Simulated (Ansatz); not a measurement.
# Phonon-limited resistivity of Re-Rh-Rh-Re stack of (111) layers

Question: is the lattice of Re-Rh-Rh-Re stack of (111) layers stable, and if so, what are its coupling constant and resistivity?

Program: Ansatz 0.2.0. Level of theory: DFT LDA, scalar-relativistic, plane waves, PAW; PAW set soft_1. Results are calculated unless marked as measured.

Most raw output is cut from this account.

## (1) The structure

The cell holds 4 atoms: 2 Re and 2 Rh. Its edges and angles: a = 2.687 Å, b = 2.687 Å, c = 17.582 Å, α = 90.0°, β = 90.0°, γ = 120.0°. Vacuum lies along c.

Coordinates:

```cif
data_structure
_symmetry_space_group_name_H-M 'P 1'
_symmetry_Int_Tables_number 1
_cell_length_a 2.6870
_cell_length_b 2.6870
_cell_length_c 17.5818
_cell_angle_alpha 90.000
_cell_angle_beta 90.000
_cell_angle_gamma 120.000
_cell_volume 109.93
loop_
_atom_site_label
_atom_site_type_symbol
_atom_site_fract_x
_atom_site_fract_y
_atom_site_fract_z
_atom_site_occupancy
Re1 Re 0.00000 0.00000 0.31282 1
Rh2 Rh 0.33333 0.66667 0.43761 1
Rh3 Rh 0.66667 0.33333 0.56239 1
Re4 Re 0.00000 0.00000 0.68718 1
```

## (2) Rough relaxation

Large forces or a large pressure at the start call for a first relaxation with loose thresholds.

Input file input.yaml:

```yaml
crystal:
  lattice:
    - [2.68701, 0.0, 0.0]
    - [-1.3435, 2.32702, 0.0]
    - [0.0, 0.0, 17.58179]
  atoms:
    - { symbol: Re, position: [0.0, 0.0, 0.31282361] }
    - { symbol: Rh, position: [0.33333333, 0.66666667, 0.43760787] }
    - { symbol: Rh, position: [0.66666667, 0.33333333, 0.56239213] }
    - { symbol: Re, position: [0.0, 0.0, 0.68717639] }
  periodic: [true, true, false]
kpoints:
  mp_grid: { grid: [9, 9, 1] }
hamiltonian:
  xc: lda
  pseudopotentials: { kind: paw, azcp: { folder: soft_1 }, xc_functional: pbe }
scf:
  occupations: { method: gaussian, width: 0.1 }
output:
  forces: true
  stress: true
  eigenvalues: true
relax:
  adjacent_minimum: "off"
  f_tol: 0.05
  max_steps: 80
  cell: { stress_2d_tol: 0.02 }
```

Run with:

```console
$ ansatz run input.yaml --threads 4 --pin off --max-ram 12288MiB --backend cpu --events-out ev --progress --plain --runs-dir out
```

Run time: 30 s. Hardware: 4 threads of Arm Neoverse N1, shared host; peak memory 0.58 GiB; 1.8 min of CPU time.

Step by step:

| step | energy less that of the first step (eV) | largest force component (eV/Å) | volume (Å³) |
| --- | --- | --- | --- |
| 1 | 0.0000 | 1.3375 | 231.12 |
| 2 | 0.1216 | 1.7637 | 215.34 |
| 3 | -0.1987 | 0.4304 | 224.84 |
| 4 | -0.2091 | 0.0839 | 224.59 |
| 5 | -0.2105 | 0.0528 | 224.76 |
| 6 | -0.2108 | 0.0012 | 224.77 |
| 7* | -0.2100 | 0.0011 | 224.77 |

Relaxation steps marked * repeat the geometry before them on a plane-wave basis chosen anew for their cell, so energy and pressure can jump there. Relaxation step 2 was tried and not accepted.

Forces are held to the 12 operations that the run works with; a distortion that breaks them can't arise in this run.

| cell as run | before | after | change |
| --- | --- | --- | --- |
| a (Å) | 2.687 | 2.650 | -1.4 % |
| b (Å) | 2.687 | 2.650 | -1.4 % |

The atoms that moved most (Å, along periodic axes as changes of fractional coordinates times the final cell, across vacuum about the mean position):

| atom | dx | dy | dz | length |
| --- | --- | --- | --- | --- |
| Rh3 | 0.000 | 0.000 | 0.055 | 0.055 |
| Rh2 | 0.000 | 0.000 | -0.055 | 0.055 |
| Re4 | 0.000 | 0.000 | -0.043 | 0.043 |
| Re1 | 0.000 | 0.000 | 0.043 | 0.043 |

The relaxed structure:

```cif
data_structure
_symmetry_space_group_name_H-M 'P 1'
_symmetry_Int_Tables_number 1
_cell_length_a 2.6498
_cell_length_b 2.6498
_cell_length_c 36.9636
_cell_angle_alpha 90.000
_cell_angle_beta 90.000
_cell_angle_gamma 120.000
_cell_volume 224.77
loop_
_atom_site_label
_atom_site_type_symbol
_atom_site_fract_x
_atom_site_fract_y
_atom_site_fract_z
_atom_site_occupancy
Re1 Re 0.00000 0.00000 0.14997 1
Rh2 Rh 0.33333 0.66667 0.20667 1
Rh3 Rh 0.66667 0.33333 0.26898 1
Re4 Re 0.00000 0.00000 0.32568 1
```

This step gave:

```
metallic on mesh  : yes
gap on the k-mesh : 0 eV
```

The relaxation ends with a largest force component of 0.0011 eV/Å.

## (3) Relaxation

The structure is brought to rest under this functional.

input.yaml, the sections that differ from step 2:

```yaml
crystal:
  lattice:
    - [2.6497959328, -2.8468e-06, 0.0]
    - [-1.324895501, 2.2947920161, 0.0]
    - [0.0, 0.0, 36.9635839278]
  atoms:
    - { symbol: Re, position: [0.0, 0.0, 0.149971507] }
    - { symbol: Rh, position: [0.3333333333, 0.6666666667, 0.2066737279] }
    - { symbol: Rh, position: [0.6666666667, 0.3333333333, 0.2689779306] }
    - { symbol: Re, position: [0.0, 0.0, 0.3256801515] }
  periodic: [true, true, false]
kpoints:
  mp_grid: { grid: [12, 12, 1] }
relax:
  adjacent_minimum: "off"
  f_tol: 0.005
  max_steps: 80
  cell: { stress_2d_tol: 0.02 }
# hamiltonian, scf, output: as in step 2
```

Wall time 32 s (4 threads); peak memory 0.62 GiB; 2 min of CPU time.

Relaxation path:

| step | energy less that of the first step (eV) | largest force component (eV/Å) | volume (Å³) |
| --- | --- | --- | --- |
| 1 | 0.0000 | 0.0895 | 224.77 |
| 2 | -0.0011 | 0.0209 | 224.04 |
| 3 | -0.0012 | 0.0121 | 224.16 |
| 4 | -0.0012 | 0.0012 | 224.20 |
| 5 | -0.0012 | 0.0003 | 224.18 |
| 6 | -0.0012 | 0.0003 | 224.18 |

The log counts 1 steps on a newly chosen plane-wave basis, not all of them marked here; energy and pressure can jump at such steps.

| cell as run | before | after | change |
| --- | --- | --- | --- |
| a (Å) | 2.650 | 2.646 | -0.1 % |
| b (Å) | 2.650 | 2.646 | -0.1 % |

The relaxed structure:

```xyz
4
Lattice="2.6464 0.0000 0.0000 -1.3232 2.2918 0.0000 0.0000 0.0000 36.9636" Properties=species:S:1:pos:R:3
Re    0.0000    0.0000    5.5354
Rh    0.0000    1.5279    7.6421
Rh    1.3232    0.7639    9.9396
Re    0.0000    0.0000   12.0463
```

The relaxation ends with a largest force component of 3.1e-4 eV/Å.

## (4) Tight relaxation

Phonons are second derivatives about the minimum, so the remaining forces must be small: the thresholds are tightened.

input.yaml, the sections that differ from step 3:

```yaml
crystal:
  lattice:
    - [2.6463659738, -2.8431e-06, 0.0]
    - [-1.3231805247, 2.2918215825, 0.0]
    - [0.0, 0.0, 36.9635839278]
  atoms:
    - { symbol: Re, position: [0.0, 0.0, 0.1497539041] }
    - { symbol: Rh, position: [0.3333333333, 0.6666666667, 0.2067479492] }
    - { symbol: Rh, position: [0.6666666667, 0.3333333333, 0.2689037093] }
    - { symbol: Re, position: [0.0, 0.0, 0.3258977544] }
  periodic: [true, true, false]
scf:
  occupations: { method: methfessel_paxton, width: 0.2 }
relax:
  adjacent_minimum: "off"
  f_tol: 0.001
  max_steps: 60
  cell: { stress_2d_tol: 0.002 }
# kpoints, hamiltonian, output: as in step 3
```

It took 29 s on 4 threads; peak memory 0.63 GiB; 1.9 min of CPU time.

Little changed from the start: no atom moved by 0.005 Å and no cell edge by 0.1 %.

## (5) Phonons by linear response: q 2×2×1, k 8×8×1

Couplings are defined for a stable lattice alone, so phonons come first.

Input file input.yaml:

```yaml
crystal:
  lattice:
    - [2.6465532315, -2.8433e-06, 0.0]
    - [-1.3232741534, 2.2919837526, 0.0]
    - [0.0, 0.0, 36.9635839278]
  atoms:
    - { symbol: Re, position: [0.0, 0.0, 0.1497712831] }
    - { symbol: Rh, position: [0.3333333333, 0.6666666667, 0.2067256143] }
    - { symbol: Rh, position: [0.6666666667, 0.3333333333, 0.2689260442] }
    - { symbol: Re, position: [0.0, 0.0, 0.3258803754] }
  periodic: [true, true, false]
kpoints:
  mp_grid: { grid: [8, 8, 1] }
hamiltonian:
  xc: lda
  pseudopotentials: { kind: paw, azcp: { folder: soft_1 }, xc_functional: pbe }
scf:
  occupations: { method: methfessel_paxton, width: 0.2 }
output:
  eigenvalues: true
phonons:
  method: dfpt
  qmesh: [2, 2, 1]
  temperatures: { t_max: 1000, t_step: 50 }
  qpath:
    path:
      - [0.0, 0.0, 0.0]
      - [0.5, 0.0, 0.0]
      - [0.33333333, 0.33333333, 0.0]
      - [0.0, 0.0, 0.0]
    npoints: 10
```

Run time: 5.9 min. Hardware: 4 threads; peak memory 1.2 GiB.

This step gave:

```yaml
zero_point_energy: 0.1205 eV/cell
share_of_imaginary_modes_in_the_plain_interpolation_between_solved_wavevectors: 0
highest_frequency_solved_or_plainly_interpolated: 255.3 cm⁻¹
```

Solved on the 2×2×1 mesh alone; all other wavevectors are interpolated. The phonon branches at the labelled points (cm⁻¹):

| point | branch 1 | branch 2 | branch 3 | branch 4 | branch 9 | branch 10 | branch 11 | branch 12 |
| --- | --- | --- | --- | --- | --- | --- | --- | --- |
| Γ | 0 | 0 | 0 | 45 | 125 | 125 | 199 | 235 |
| halfway | 74 | 78 | 101 | 114 | 187 | 193 | 202 | 223 |
| M | 94 | 97 | 135 | 137 | 200 | 203 | 248 | 255 |
| halfway | 122 | 124 | 138 | 139 | 199 | 203 | 243 | 249 |
| K | 139 | 144 | 163 | 163 | 226 | 228 | 228 | 235 |
| halfway | 89 | 93 | 115 | 120 | 188 | 205 | 210 | 220 |
| Γ | 0 | 0 | 0 | 45 | 125 | 125 | 199 | 235 |

Among the solved wavevectors the lowest mode, translations apart, is 45.3 cm⁻¹, so these are real on this k mesh.

## (6) Resistivity: q 2×2×1, k 8×8×1, scattering 12×12×1

A first run on coarse meshes.

input.yaml: that of step 5 with these lines changed.

```diff
@@ -31 +31,6 @@
     npoints: 10
+  electrical_resistivity:
+    mesh: [12, 12, 1]
+    temperatures: [20.0, 50.0, 77.0, 100.0, 150.0, 200.0, 300.0, 400.0, 600.0, 800.0]
+  superconductivity: { mesh: [12, 12, 1], eliashberg_equations: false }
+  electron_occupations: "off"
```

The job ended after 7 min (4 threads; peak memory 2.1 GiB; 26 min of CPU time).

Numbers from this step:

```yaml
cell_height: 36.96 Å
sheet_resistance_300k: 80.76 Ω/square, mean in the plane
resistivity_at_300_k: 29.85 μΩ cm, mean of the axes, of the whole cell with its vacuum
coupling_constant_lambda: 0.5418
density_of_states_at_the_fermi_level: 2.017 states/eV a spin and cell
log_mean_phonon_energy_omega_log: 18.61 meV
transport_coupling_constant_lambda_tr: 0.5416, 0.5416, 0 (xx, yy, zz)
drude_plasma_energy: 4.466, 4.466, 0 eV (xx, yy, zz), of the whole cell with its vacuum
second_moment_phonon_energy_omega: 20.61 meV
```

Some states were left unconverged by the eigensolver. By its own test the run is not converged in the mesh. λ = 0.542 and 80.8 Ω per square at 300 K. The run's own test puts 9 % between its two finest meshes on the component of the resistivity at 300 K that moves most, so it is not converged. By the run's own test λ moves by 423 % between its two finest scattering meshes.

## (7) Electron–phonon run: q 3×3×1, k 9×9×1, scattering 18×18×1

The next rung changes the q mesh, which sets the reach of the force constants and couplings; the k mesh of the density and its response; the scattering mesh, which samples the Fermi surface.

input.yaml, the sections that differ from step 6:

```yaml
kpoints:
  mp_grid: { grid: [9, 9, 1] }
phonons:
  method: dfpt
  qmesh: [3, 3, 1]
  temperatures: { t_max: 1000, t_step: 50 }
  qpath:
    path:
      - [0.0, 0.0, 0.0]
      - [0.5, 0.0, 0.0]
      - [0.33333333, 0.33333333, 0.0]
      - [0.0, 0.0, 0.0]
    npoints: 10
  electrical_resistivity:
    mesh: [18, 18, 1]
    temperatures: [20.0, 50.0, 77.0, 100.0, 150.0, 200.0, 300.0, 400.0, 600.0, 800.0]
  superconductivity: { mesh: [18, 18, 1] }
# crystal, hamiltonian, scf, output: as in step 6
```

Elapsed: 18 min, on 4 threads; peak memory 2.7 GiB; 68 min of CPU time.

This step gave:

```
zero-point energy                                 : 0.1178 eV/cell
highest frequency, solved or plainly interpolated : 254.5 cm⁻¹
sheet resistance 300K                             : 86.3 Ω/square, mean in the plane
resistivity at 300 K                              : 31.9 μΩ cm, mean of the axes, of the whole cell with its vacuum
coupling constant λ                               : 0.579
density of states at the Fermi level              : 1.92 states/eV a spin and cell
log mean phonon energy ħω_log                     : 17.31 meV
transport coupling constant λ_tr                  : 0.5677, 0.5677, 0 (xx, yy, zz)
Drude plasma energy                               : 4.449, 4.449, 0 eV (xx, yy, zz), of the whole cell with its vacuum
second-moment phonon energy ħω₂                   : 19.21 meV
```

Of the whole cell with its vacuum, so only the sheet resistance is a property of the layer; the means are those of the plane. Resistivity, by row:

| T (K) | ρ_xx (μΩ cm) | ρ_yy | ρ_zz | ρ by Ziman's lowest order, mean | ρ by relaxation times, mean | within 2 % of the coarser mesh |
| --- | --- | --- | --- | --- | --- | --- |
| 20 | 0.01648 | 0.01648 | - | 0.03606 | 0.02159 | no |
| 50 | 1.14 | 1.14 | - | 1.685 | 1.186 | no |
| 77 | 3.907 | 3.907 | - | 4.802 | 3.941 | no |
| 100 | 6.86 | 6.86 | - | 7.828 | 6.836 | no |
| 150 | 13.46 | 13.46 | - | 14.47 | 13.29 | no |
| 200 | 19.79 | 19.79 | - | 20.94 | 19.48 | no |
| 300 | 31.9 | 31.9 | - | 33.55 | 31.37 | yes |
| 400 | 43.81 | 43.81 | - | 46.14 | 43.07 | yes |
| 600 | 67.84 | 67.84 | - | 71.85 | 66.69 | yes |
| 800 | 92.29 | 92.29 | - | 98.28 | 90.68 | yes |

The self-energy step met imaginary modes, so this run fell back to plain Fourier phonons and is not comparable with runs that kept it. By its own test the run is not converged in the mesh. λ = 0.579 and 86.3 Ω per square at 300 K, against 0.542 and 80.8 in the run with q 2×2×1, k 8×8×1, scattering 12×12×1 (+6.9 % and +6.9 %). By the run's own test λ moves by 10 % between its two finest scattering meshes.

## (8) Electron–phonon run: finite displacements, step 0.01 Å

Finite displacements in a supercell are the other road to force constants and couplings; here with the base functional.

input.yaml: that of step 7 with these lines changed.

```diff
@@ -12,3 +12,3 @@
 kpoints:
-  mp_grid: { grid: [9, 9, 1] }
+  mp_grid: { grid: [8, 8, 1] }
 hamiltonian:
@@ -21,4 +21,4 @@
 phonons:
-  method: dfpt
-  qmesh: [3, 3, 1]
+  method: fd
+  supercell: [2, 2, 1]
   temperatures: { t_max: 1000, t_step: 50 }
@@ -32,4 +32,5 @@
   electrical_resistivity:
-    mesh: [18, 18, 1]
+    mesh: [12, 12, 1]
     temperatures: [20.0, 50.0, 77.0, 100.0, 150.0, 200.0, 300.0, 400.0, 600.0, 800.0]
-  superconductivity: { mesh: [18, 18, 1] }
+  electron_occupations: "off"
+  amplitude: 0.01
```

Run time: 4.1 min. Hardware: 4 threads; peak memory 2.8 GiB.

This step gave:

- zero-point energy: 0.1205 eV/cell
- highest frequency, solved or plainly interpolated: 255.3 cm⁻¹
- sheet resistance 300K: 80.75 Ω/square, mean in the plane
- resistivity at 300 K: 29.85 μΩ cm, mean of the axes, of the whole cell with its vacuum
- coupling constant λ: 0.5418
- density of states at the Fermi level: 2.017 states/eV a spin and cell
- log mean phonon energy ħω_log: 18.61 meV
- transport coupling constant λ_tr: 0.5416, 0.5416, 0 (xx, yy, zz)
- Drude plasma energy: 4.466, 4.466, 0 eV (xx, yy, zz), of the whole cell with its vacuum
- second-moment phonon energy ħω₂: 20.6 meV, from the broadened α²F curve

Some points of the scattering mesh along the symmetry lines, up to three branches each (those of largest λ), at most 39 rows; the frequencies are those of the scattering step, which can differ from the solved and plainly interpolated ones; single rows converge slowly. Mode couplings:

| q1 | q2 | q3 | branch | ħω (meV) | λ_q | half width (meV) |
| --- | --- | --- | --- | --- | --- | --- |
| 0.1667 | 0 | 0 | 8 | 17.5 | 0.0441 | 0.0855 |
| 0.1667 | 0 | 0 | 9 | 19.53 | 0.0428 | 0.104 |
| 0.1667 | 0 | 0 | 10 | 20.52 | 0.06 | 0.16 |
| 0.4167 | 0 | 0 | 1 | 11.35 | 0.0999 | 0.0816 |
| 0.4167 | 0 | 0 | 2 | 11.72 | 0.123 | 0.107 |
| 0.4167 | 0 | 0 | 3 | 16.02 | 0.0541 | 0.0879 |
| 0.4167 | 0.1667 | 0 | 1 | 15.07 | 0.0647 | 0.0931 |
| 0.4167 | 0.1667 | 0 | 2 | 15.37 | 0.0827 | 0.124 |
| 0.4167 | 0.1667 | 0 | 4 | 17.19 | 0.0932 | 0.174 |
| 0.1667 | 0.1667 | 0 | 5 | 19.03 | 0.0733 | 0.168 |
| 0.1667 | 0.1667 | 0 | 6 | 19.21 | 0.0854 | 0.2 |
| 0.1667 | 0.1667 | 0 | 8 | 20.84 | 0.0874 | 0.241 |

By its own test the run is not converged in the mesh. λ = 0.542 and 80.8 Ω per square at 300 K, against 0.542 and 80.8 in the run with q 2×2×1, k 8×8×1, scattering 12×12×1 (+0.0 % and -0.0 %). By the run's own test λ moves by 423 % between its two finest scattering meshes.

## (9) Resistivity: scattering mesh 24×24×1

The next rung changes the scattering mesh, which samples the Fermi surface.

input.yaml: that of step 8 with these lines changed.

```diff
@@ -12,3 +12,3 @@
 kpoints:
-  mp_grid: { grid: [8, 8, 1] }
+  mp_grid: { grid: [9, 9, 1] }
 hamiltonian:
@@ -21,4 +21,4 @@
 phonons:
-  method: fd
-  supercell: [2, 2, 1]
+  method: dfpt
+  qmesh: [3, 3, 1]
   temperatures: { t_max: 1000, t_step: 50 }
@@ -32,5 +32,4 @@
   electrical_resistivity:
-    mesh: [12, 12, 1]
+    mesh: [24, 24, 1]
     temperatures: [20.0, 50.0, 77.0, 100.0, 150.0, 200.0, 300.0, 400.0, 600.0, 800.0]
-  electron_occupations: "off"
-  amplitude: 0.01
+  superconductivity: { mesh: [24, 24, 1] }
```

Wall time 18 min (4 threads); peak memory 2.7 GiB; 71 min of CPU time.

Numbers from this step:

```
zero-point energy                                 : 0.1178 eV/cell
highest frequency, solved or plainly interpolated : 254.5 cm⁻¹
sheet resistance 300K                             : 86.07 Ω/square, mean in the plane
resistivity at 300 K                              : 31.82 μΩ cm, mean of the axes, of the whole cell with its vacuum
coupling constant λ                               : 0.5713
density of states at the Fermi level              : 1.905 states/eV a spin and cell
log mean phonon energy ħω_log                     : 17.28 meV
transport coupling constant λ_tr                  : 0.5585, 0.5585, 0 (xx, yy, zz)
Drude plasma energy                               : 4.401, 4.401, 0 eV (xx, yy, zz), of the whole cell with its vacuum
second-moment phonon energy ħω₂                   : 19.20 meV
```

The self-energy step met imaginary modes, so this run fell back to plain Fourier phonons and is not comparable with runs that kept it. By its own test the run is not converged in the mesh. λ = 0.571 and 86.1 Ω per square at 300 K, against 0.579 and 86.3 in the run with q 3×3×1, k 9×9×1, scattering 18×18×1 (-1.3 % and -0.3 %).

## (10) Electron–phonon run: q 3×3×1, k 12×12×1, scattering 24×24×1

The next rung changes the k mesh of the density and its response.

input.yaml: that of step 9 with these lines changed.

```diff
@@ -12,3 +12,3 @@
 kpoints:
-  mp_grid: { grid: [9, 9, 1] }
+  mp_grid: { grid: [12, 12, 1] }
 hamiltonian:
```

The mesh is denser.

It took 28 min on 4 threads; peak memory 2.7 GiB.

Numbers from this step:

```
zero-point energy                    : 0.1181 eV/cell
sheet resistance 300K                : 82.23 Ω/square, mean in the plane
resistivity at 300 K                 : 30.39 μΩ cm, mean of the axes, of the whole cell with its vacuum
coupling constant λ                  : 0.5551
density of states at the Fermi level : 1.934 states/eV a spin and cell
log mean phonon energy ħω_log        : 17.78 meV
transport coupling constant λ_tr     : 0.5427, 0.5427, 0 (xx, yy, zz)
Drude plasma energy                  : 4.409, 4.409, 0 eV (xx, yy, zz), of the whole cell with its vacuum
second-moment phonon energy ħω₂      : 19.62 meV
```

Solved on the 3×3×1 mesh alone; all other wavevectors are interpolated. Phonon branches along the path, in cm⁻¹:

| point | branch 1 | branch 2 | branch 3 | branch 4 | branch 9 | branch 10 | branch 11 | branch 12 |
| --- | --- | --- | --- | --- | --- | --- | --- | --- |
| Γ | 0 | 0 | 0 | 42 | 119 | 119 | 224 | 230 |
| halfway | 81 | 85 | 89 | 98 | 182 | 205 | 217 | 226 |
| M | 108 | 108 | 115 | 132 | 203 | 214 | 250 | 254 |
| halfway | 118 | 126 | 128 | 138 | 204 | 210 | 240 | 245 |
| K | 126 | 141 | 146 | 146 | 209 | 209 | 223 | 230 |
| halfway | 92 | 97 | 104 | 109 | 190 | 213 | 218 | 225 |
| Γ | 0 | 0 | 0 | 42 | 119 | 119 | 224 | 230 |

The self-energy step met imaginary modes, so this run fell back to plain Fourier phonons and is not comparable with runs that kept it. By its own test the run is not converged in the mesh. λ = 0.555 and 82.2 Ω per square at 300 K, against 0.579 and 86.3 in the run with q 3×3×1, k 9×9×1, scattering 18×18×1 (-4.1 % and -4.7 %).

(Part 1 of 2 ends here.)

[Logs are printed without paths, hosts, clocks, repeated set-up lines and the standing remarks that a program may print on its own settings, such as how far it seeks lower states.]

[Hosts, paths, dates, database ids (printed as entryN), source tags and the programs' standing remarks are cut or masked in the printed files.]
